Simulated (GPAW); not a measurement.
# WSi2N4 monolayer: work function by functional and basis

Aim: the work function of both faces of WSi2N4 monolayer, and its spread over functionals and bases. Where a layer proves gapped, the work function hangs on where the smearing puts the Fermi level, and the band edges take its place.

Main program and level: GPAW 26.7.0; GPAW, PAW setups; layer in a repeated cell with vacuum, relaxation of atoms and in-plane cell, in the first sound run; inputs show where later runs differ.

Report form: the programs' logs are mostly left out.

**1. The structure**

The cell holds 7 atoms: 4 N, 2 Si and 1 W. Cell: a = 2.920 Å, b = 2.920 Å, c = 23.101 Å, α = 90.0°, β = 90.0°, γ = 120.0°. Vacuum lies along c.

**2. Relaxation**

Forces are removed first; all later runs use this geometry.

Input file run.py:

```python
import json
import numpy as np
from ase import Atoms
from ase.filters import FrechetCellFilter
from ase.optimize import BFGS
from gpaw import GPAW, PW

slab = Atoms(
    ['N', 'Si', 'N', 'W', 'N', 'Si', 'N'],
    positions=[
        [0.00000, 0.00000, 8.00000],
        [-0.00000, 1.68586, 8.46943],
        [-0.00000, 1.68586, 10.21943],
        [0.00000, 0.00000, 11.55051],
        [-0.00000, 1.68586, 12.88159],
        [-0.00000, 1.68586, 14.63159],
        [0.00000, 0.00000, 15.10102]],
    cell=[[2.92, 0.0, 0.0], [-1.46, 2.52879, 0.0], [0.0, 0.0, 23.101]],
    pbc=[True, True, True])

slab.calc = GPAW(mode=PW(600), xc='PBE', kpts={'size': (12, 12, 1), 'gamma': True},
                 occupations={'name': 'fermi-dirac', 'width': 0.05}, nbands='200%',
                 convergence={'density': 1e-05}, maxiter=200,
                 symmetry={'tolerance': 1e-3}, txt='slab.txt')
result = {}
# The in-plane cell is free; stress needs a cell that repeats along all three vectors
path = []
opt = BFGS(FrechetCellFilter(slab, mask=[1, 1, 0, 0, 0, 1]), maxstep=0.2)
opt.attach(lambda: path.append((slab.get_potential_energy(), slab.positions.tolist(), slab.get_forces().tolist())))
result['relaxed'] = bool(opt.run(fmax=0.02, steps=45))
result['path'] = path
result['cell'] = slab.cell.tolist()
print('in-plane lattice', slab.cell.cellpar().round(4)[[0, 1, 5]])
energy = slab.get_potential_energy()
fermi = slab.calc.get_fermi_level()
v = slab.calc.get_electrostatic_potential().mean((0, 1)) - fermi
n = slab.calc.get_pseudo_density().mean((0, 1))
L = slab.cell[2, 2]
z = np.arange(len(v)) * L / len(v)
low, high = slab.positions[:, 2].min(), slab.positions[:, 2].max()
below, above = np.interp([low - 5.8, high + 5.8], z, v)
slopes = [np.interp(x, z, np.gradient(v, z)) for x in (low - 5.8, high + 5.8)]
eps = np.array([[slab.calc.get_eigenvalues(k, s) for k in range(len(slab.calc.get_ibz_k_points()))]
                for s in range(slab.calc.get_number_of_spins())]) - fermi
top, bottom = eps[eps < 0].max(), eps[eps > 0].min()
dipole = slab.get_dipole_moment()[2]
print(f'energy {energy:.4f} eV, Fermi level {fermi:.4f} eV, dipole {dipole:.5f} e A')
print(f'potential 5.8 A off the faces, from the Fermi level: lower {below:.4f} eV, upper {above:.4f} eV')
print(f'slope of the potential there: lower {slopes[0]:.5f}, upper {slopes[1]:.5f} eV/A')
print(f'nearest levels on the mesh: {top:.4f} and {bottom:.4f} eV')
print('magnetic moment', round(slab.get_magnetic_moment(), 3))
result.update(energy=energy, fermi=fermi, dipole=dipole, below=below, above=above, slopes=slopes, edges=[top, bottom],
              z=z.tolist(), v=v.tolist(), n=n.tolist(), positions=slab.positions.tolist(),
              forces=slab.get_forces(apply_constraint=False).tolist(), moments=slab.get_magnetic_moments().tolist())
json.dump(result, open('result.json', 'w'))
```

Run with:

```console
$ OMP_NUM_THREADS=1 OPENBLAS_NUM_THREADS=1 python run.py
```

Run time: 15 min. Hardware: 1 thread of Arm Neoverse V2, shared host; peak memory 0.54 GiB.

Numbers from this step:

```
dipole along the normal                    : 3.67e-4 e·Å
levels nearest the Fermi level on the mesh : -1.277, 1.199 eV from the Fermi level
```

The electrostatic potential energy of an electron (without an applied field's), less the Fermi level, planar mean oscillates, so the rows of the table below give means over windows of 1.11 Å about each position, cut where the curve ends. Its maxima inside the range that stand out by 2 % of the span (Å: eV): 9.6: -1.28, 10.7: -9.53, 12.4: -9.53, 13.5: -1.28. Its minima: 8.1: -24.5, 10.3: -14.2, 11.6: -30.8, 12.8: -14.2, 15.0: -24.5.

Electrostatic potential energy of an electron (without an applied field's), less the Fermi level, planar mean against z; means over each step:

z (Å), electrostatic potential energy of an electron (without an applied field's), less the Fermi level, planar mean (eV) and a bar from the least value:
```
     0.56        4.2 ##############################
     1.67        4.2 ##############################
     2.77        4.2 ##############################
     3.88        4.2 ##############################
     4.99        4.2 ##############################
     6.10        4.1 ##############################
     7.21       -1.0 #########################
     8.32      -21.2 ###
     9.43       -4.9 ####################
    10.54      -12.0 #############
    11.65      -24.1 
    12.76       -9.9 ###############
    13.87       -7.3 ##################
    14.98      -19.9 #####
    16.09        1.6 ###########################
    17.20        4.1 ##############################
    18.31        4.2 ##############################
    19.42        4.2 ##############################
    20.53        4.2 ##############################
    21.64        4.2 ##############################
    22.75        4.2 ##############################
```

The pseudo valence density, planar mean by z:

```tsv
z (Å)	pseudo valence density, planar mean (e/Å³)
5	1.3e-4
6	0.00325
7	0.0953
8	0.890
9	0.271
10	0.631
11	0.812
12	0.953
13	0.707
14	0.254
15	0.885
16	0.138
17	0.00468
18	1.8e-4
```

The relaxation lowered the energy of the cell by 0.137 eV (energies extrapolated to zero smearing; the optimiser's log prints free energies). The largest force left on a free atom is 0.0085 eV/Å.

**3. The slab's potential**

With the geometry fixed, the planar mean of the potential gives the vacuum level on each side.

This step: GPAW, PAW setups; slab in vacuum (GPAW 26.7.0).

The cell differs from the one that the last finished run ended in (c 23.101 → 23.151 Å).

Input file run.py:

```python
import json
import numpy as np
from ase import Atoms
from gpaw import GPAW, PW

slab = Atoms(
    ['N', 'Si', 'N', 'W', 'N', 'Si', 'N'],
    positions=[
        [-0.00000, -0.00000, 8.00000],
        [-0.00000, 1.66238, 8.53906],
        [-0.00000, 1.66238, 10.30198],
        [-0.00000, -0.00000, 11.57560],
        [-0.00000, 1.66238, 12.84923],
        [0.00000, 1.66238, 14.61214],
        [-0.00000, 0.00000, 15.15120]],
    cell=[[2.87934, -0.0, 0.0], [-1.43967, 2.49357, 0.0], [0.0, 0.0, 23.1512]],
    pbc=[True, True, False])

slab.calc = GPAW(mode=PW(500), xc='PBE', kpts={'size': (12, 12, 1), 'gamma': True},
                 occupations={'name': 'fermi-dirac', 'width': 0.05}, nbands='200%',
                 convergence={'density': 1e-05}, maxiter=200,
                 poissonsolver={'dipolelayer': 'xy'},
                 symmetry={'tolerance': 1e-3}, txt='slab.txt')
result = {}
energy = slab.get_potential_energy()
fermi = slab.calc.get_fermi_level()
v = slab.calc.get_electrostatic_potential().mean((0, 1)) - fermi
n = slab.calc.get_pseudo_density().mean((0, 1))
L = slab.cell[2, 2]
z = np.arange(len(v)) * L / len(v)
low, high = slab.positions[:, 2].min(), slab.positions[:, 2].max()
below, above = np.interp([low - 5.8, high + 5.8], z, v)
slopes = [np.interp(x, z, np.gradient(v, z)) for x in (low - 5.8, high + 5.8)]
eps = np.array([[slab.calc.get_eigenvalues(k, s) for k in range(len(slab.calc.get_ibz_k_points()))]
                for s in range(slab.calc.get_number_of_spins())]) - fermi
top, bottom = eps[eps < 0].max(), eps[eps > 0].min()
dipole = slab.get_dipole_moment()[2]
print(f'energy {energy:.4f} eV, Fermi level {fermi:.4f} eV, dipole {dipole:.5f} e A')
print(f'potential 5.8 A off the faces, from the Fermi level: lower {below:.4f} eV, upper {above:.4f} eV')
print(f'slope of the potential there: lower {slopes[0]:.5f}, upper {slopes[1]:.5f} eV/A')
print(f'nearest levels on the mesh: {top:.4f} and {bottom:.4f} eV')
print('magnetic moment', round(slab.get_magnetic_moment(), 3))
result.update(energy=energy, fermi=fermi, dipole=dipole, below=below, above=above, slopes=slopes, edges=[top, bottom],
              z=z.tolist(), v=v.tolist(), n=n.tolist(), positions=slab.positions.tolist(),
              forces=slab.get_forces(apply_constraint=False).tolist(), moments=slab.get_magnetic_moments().tolist())
json.dump(result, open('result.json', 'w'))
```

The job ended after 53 s (1 thread; peak memory 0.25 GiB).

This step gave:

| Quantity | Value |
| --- | --- |
| dipole along the normal | 7.36e-5 e·Å |
| levels nearest the Fermi level on the mesh | -1.103, 1.346 eV from the Fermi level |
| upper work function | 4.345 eV |
| lower work function | 4.347 eV |
| upper ionisation energy | 5.448 eV |

The electrostatic potential energy of an electron (without an applied field's), less the Fermi level, planar mean oscillates, so the rows of the table below give means over windows of 1.06 Å about each position, cut where the curve ends. Its maxima inside the range that stand out by 2 % of the span (Å: eV): 9.6: -1.09, 10.7: -9.36, 12.4: -9.36, 13.5: -1.09. Its minima: 8.1: -24.4, 10.3: -14.3, 11.6: -30.6, 12.8: -14.3, 15.0: -24.4.

The electrostatic potential energy of an electron (without an applied field's), less the Fermi level, planar mean by z; means over each step:

```tsv
z (Å)	electrostatic potential energy of an electron (without an applied field's), less the Fermi level, planar mean (eV)
0.53	4.35
1.59	4.35
2.65	4.35
3.71	4.34
4.77	4.34
5.83	4.29
6.89	2.77
7.95	-16.8
9.01	-11.5
10.07	-7.53
11.13	-19.5
12.19	-16.5
13.25	-6.04
14.31	-14.9
15.37	-13.1
16.43	3.45
17.49	4.31
18.55	4.34
19.61	4.34
20.67	4.35
21.73	4.35
22.79	4.35
```

The pseudo valence density, planar mean by z:

z (Å), pseudo valence density, planar mean (e/Å³) and a bar:
```
      5.0       0.00 
      5.5       0.00 
      6.0       0.00 
      6.5       0.02 
      7.0       0.09 ##
      7.5       0.44 ########
      8.0       0.88 ###############
      8.5       0.57 ##########
      9.0       0.28 #####
      9.5       0.28 #####
     10.0       0.62 ###########
     10.5       0.79 ##############
     11.0       0.77 #############
     11.5       1.73 ##############################
     12.0       1.01 ##################
     12.5       0.76 #############
     13.0       0.71 ############
     13.5       0.34 ######
     14.0       0.25 ####
     14.5       0.43 #######
     15.0       0.88 ###############
     15.5       0.62 ###########
     16.0       0.15 ###
     16.5       0.03 
     17.0       0.01 
     17.5       0.00 
     18.0       0.00 
     18.5       0.00
```

Force by atom:

```tsv
atom	x (eV/Å)	y (eV/Å)	z (eV/Å)	size
N1	0.000	0.000	-0.186	0.186
Si2	0.000	0.000	0.040	0.040
N3	0.000	0.000	0.047	0.047
W4	0.000	0.000	0.000	0.000
N5	0.000	0.000	-0.047	0.047
Si6	0.000	0.000	-0.040	0.040
N7	0.000	0.000	0.186	0.186
```

The layer is gapped, so the Fermi level lies somewhere inside the gap, set by smearing and numerics, and these work functions are no property of the material; the band edges below the vacuum level are. The potential is flat to 0.001 eV/Å where it is read, so the vacuum is wide enough.

**4. Self-consistent run: xc = "vdW-DF2"**

The same geometry under vdW-DF2, to see how far the functional moves the levels against the vacuum (the van der Waals functionals take revPBE setups).

Edit run.py of step 3 so:

```diff
@@ -18,3 +18,3 @@
 
-slab.calc = GPAW(mode=PW(500), xc='PBE', kpts={'size': (12, 12, 1), 'gamma': True},
+slab.calc = GPAW(mode=PW(500), xc='vdW-DF2', kpts={'size': (12, 12, 1), 'gamma': True},
                  occupations={'name': 'fermi-dirac', 'width': 0.05}, nbands='200%',
```

The job ended after 77 s (1 thread; peak memory 0.39 GiB).

Numbers from this step:

```yaml
dipole_along_the_normal: 7.42e-5 e·Å
levels_nearest_the_fermi_level_on_the_mesh: -1.211, 0.9358 eV from the Fermi level
upper_work_function: 4.733 eV
lower_work_function: 4.734 eV
upper_ionisation_energy: 5.944 eV
```

The electrostatic potential energy of an electron (without an applied field's), less the Fermi level, planar mean oscillates, so the rows of the table below give means over windows of 1.06 Å about each position, cut where the curve ends. Its maxima inside the range that stand out by 2 % of the span (Å: eV): 9.6: -1.35, 10.7: -9.53, 12.4: -9.53, 13.5: -1.35. Its minima: 8.1: -24.2, 10.3: -14.3, 11.6: -31.0, 12.8: -14.3, 15.0: -24.2.

Electrostatic potential energy of an electron (without an applied field's), less the Fermi level, planar mean against z; means over each step:

z (Å), electrostatic potential energy of an electron (without an applied field's), less the Fermi level, planar mean (eV) and a bar from the least value:
```
     0.53        4.7 ##############################
     1.59        4.7 ##############################
     2.65        4.7 ##############################
     3.71        4.7 ##############################
     4.77        4.7 ##############################
     5.83        4.7 ##############################
     6.89        3.0 ############################
     7.95      -16.7 ####
     9.01      -11.7 ##########
    10.07       -7.7 ###############
    11.13      -19.8 
    12.19      -16.8 ####
    13.25       -6.2 #################
    14.31      -15.1 ######
    15.37      -13.0 ########
    16.43        3.7 #############################
    17.49        4.7 ##############################
    18.55        4.7 ##############################
    19.61        4.7 ##############################
    20.67        4.7 ##############################
    21.73        4.7 ##############################
    22.79        4.7 ##############################
```

The pseudo valence density, planar mean oscillates, so the rows of the table below give means over windows of 1 Å about each position, cut where the curve ends. Its maxima inside the range that stand out by 2 % of the span (Å: e/Å³): 8.1: 0.908, 10.4: 0.813, 11.6: 1.83, 12.7: 0.813, 15.0: 0.908. Its minima: 9.3: 0.238, 10.8: 0.701, 12.3: 0.701, 13.9: 0.238.

Table of pseudo valence density, planar mean by z; means over each step:

z (Å), pseudo valence density, planar mean (e/Å³) and a bar:
```
        4       0.00 
        5       0.00 
        6       0.01 
        7       0.14 ####
        8       0.75 ####################
        9       0.32 ########
       10       0.58 ###############
       11       1.00 ##########################
       12       1.14 ##############################
       13       0.66 #################
       14       0.29 ########
       15       0.74 ###################
       16       0.21 ######
       17       0.01 
       18       0.00 
       19       0.00
```

Force by atom:

```tsv
atom	x (eV/Å)	y (eV/Å)	z (eV/Å)	size
N1	0.000	0.000	0.292	0.292
Si2	0.000	0.000	-0.495	0.495
N3	0.000	0.000	-0.527	0.527
W4	0.000	0.000	0.000	0.000
N5	0.000	0.000	0.527	0.527
Si6	0.000	0.000	0.495	0.495
N7	0.000	0.000	-0.292	0.292
```

The highest filled level lies 1.21 eV under the Fermi level, so the ionisation energy from the upper face is 4.733 + 1.21 = 5.944 eV, against 5.448 eV in the base run.

**5. Self-consistent run: xc = "RPBE"**

The same geometry under RPBE, to see how far the functional moves the levels against the vacuum.

Edit run.py of step 4 so:

```diff
@@ -18,3 +18,3 @@
 
-slab.calc = GPAW(mode=PW(500), xc='vdW-DF2', kpts={'size': (12, 12, 1), 'gamma': True},
+slab.calc = GPAW(mode=PW(500), xc='RPBE', kpts={'size': (12, 12, 1), 'gamma': True},
                  occupations={'name': 'fermi-dirac', 'width': 0.05}, nbands='200%',
```

The job ended after 53 s (1 thread; peak memory 0.25 GiB).

This step gave:

```yaml
dipole_along_the_normal: 7.38e-5 e·Å
levels_nearest_the_fermi_level_on_the_mesh: -1.115, 1.358 eV from the Fermi level
upper_work_function: 4.182 eV
lower_work_function: 4.184 eV
upper_ionisation_energy: 5.297 eV
```

The electrostatic potential energy of an electron (without an applied field's), less the Fermi level, planar mean oscillates, so the rows of the table below give means over windows of 1.06 Å about each position, cut where the curve ends. Its maxima inside the range that stand out by 2 % of the span (Å: eV): 9.6: -1.22, 10.7: -9.47, 12.4: -9.47, 13.5: -1.22. Its minima: 8.1: -24.5, 10.3: -14.4, 11.6: -30.7, 12.8: -14.4, 15.0: -24.5.

The electrostatic potential energy of an electron (without an applied field's), less the Fermi level, planar mean by z; means over each step:

z (Å), electrostatic potential energy of an electron (without an applied field's), less the Fermi level, planar mean (eV) and a bar from the least value:
```
     0.53        4.2 ##############################
     1.59        4.2 ##############################
     2.65        4.2 ##############################
     3.71        4.2 ##############################
     4.77        4.2 ##############################
     5.83        4.1 ##############################
     6.89        2.6 ############################
     7.95      -17.0 ###
     9.01      -11.6 ##########
    10.07       -7.7 ###############
    11.13      -19.6 
    12.19      -16.6 ####
    13.25       -6.2 #################
    14.31      -15.0 ######
    15.37      -13.3 ########
    16.43        3.3 #############################
    17.49        4.1 ##############################
    18.55        4.2 ##############################
    19.61        4.2 ##############################
    20.67        4.2 ##############################
    21.73        4.2 ##############################
    22.79        4.2 ##############################
```

The highest filled level lies 1.11 eV under the Fermi level, so the ionisation energy from the upper face is 4.182 + 1.11 = 5.297 eV, against 5.448 eV in the base run.

**6. Self-consistent run: xc = "revPBE"**

The same geometry under revPBE, to see how far the functional moves the levels against the vacuum.

Edit run.py of step 5 so:

```diff
@@ -18,3 +18,3 @@
 
-slab.calc = GPAW(mode=PW(500), xc='RPBE', kpts={'size': (12, 12, 1), 'gamma': True},
+slab.calc = GPAW(mode=PW(500), xc='revPBE', kpts={'size': (12, 12, 1), 'gamma': True},
                  occupations={'name': 'fermi-dirac', 'width': 0.05}, nbands='200%',
```

The job ended after 53 s (1 thread; peak memory 0.25 GiB).

Numbers from this step:

```
levels nearest the Fermi level on the mesh : -1.078, 1.386 eV from the Fermi level
upper work function                        : 4.230 eV
lower work function                        : 4.231 eV
upper ionisation energy                    : 5.308 eV
```

The highest filled level lies 1.08 eV under the Fermi level, so the ionisation energy from the upper face is 4.230 + 1.08 = 5.308 eV, against 5.448 eV in the base run.

**7. Self-consistent run: xc = "LDA"**

The same geometry under LDA, to see how far the functional moves the levels against the vacuum.

Edit run.py of step 6 so:

```diff
@@ -18,3 +18,3 @@
 
-slab.calc = GPAW(mode=PW(500), xc='revPBE', kpts={'size': (12, 12, 1), 'gamma': True},
+slab.calc = GPAW(mode=PW(500), xc='LDA', kpts={'size': (12, 12, 1), 'gamma': True},
                  occupations={'name': 'fermi-dirac', 'width': 0.05}, nbands='200%',
```

It took 51 s on 1 thread; peak memory 0.25 GiB.

Numbers from this step:

| Item | Value |
| --- | --- |
| dipole along the normal | 7.35e-5 e·Å |
| levels nearest the Fermi level on the mesh | -1.045, 1.345 eV from the Fermi level |
| upper work function | 4.769 eV |
| lower work function | 4.770 eV |
| upper ionisation energy | 5.813 eV |

The highest filled level lies 1.04 eV under the Fermi level, so the ionisation energy from the upper face is 4.769 + 1.04 = 5.813 eV, against 5.448 eV in the base run.

(Part 1 of 2 ends here.)

[Logs are printed without paths, hosts, clocks, repeated set-up lines and the standing remarks that a program may print on its own settings, such as how far it seeks lower states.]

[Hosts, paths, dates, database ids (printed as entryN), source tags and the programs' standing remarks are cut or masked in the printed files.]
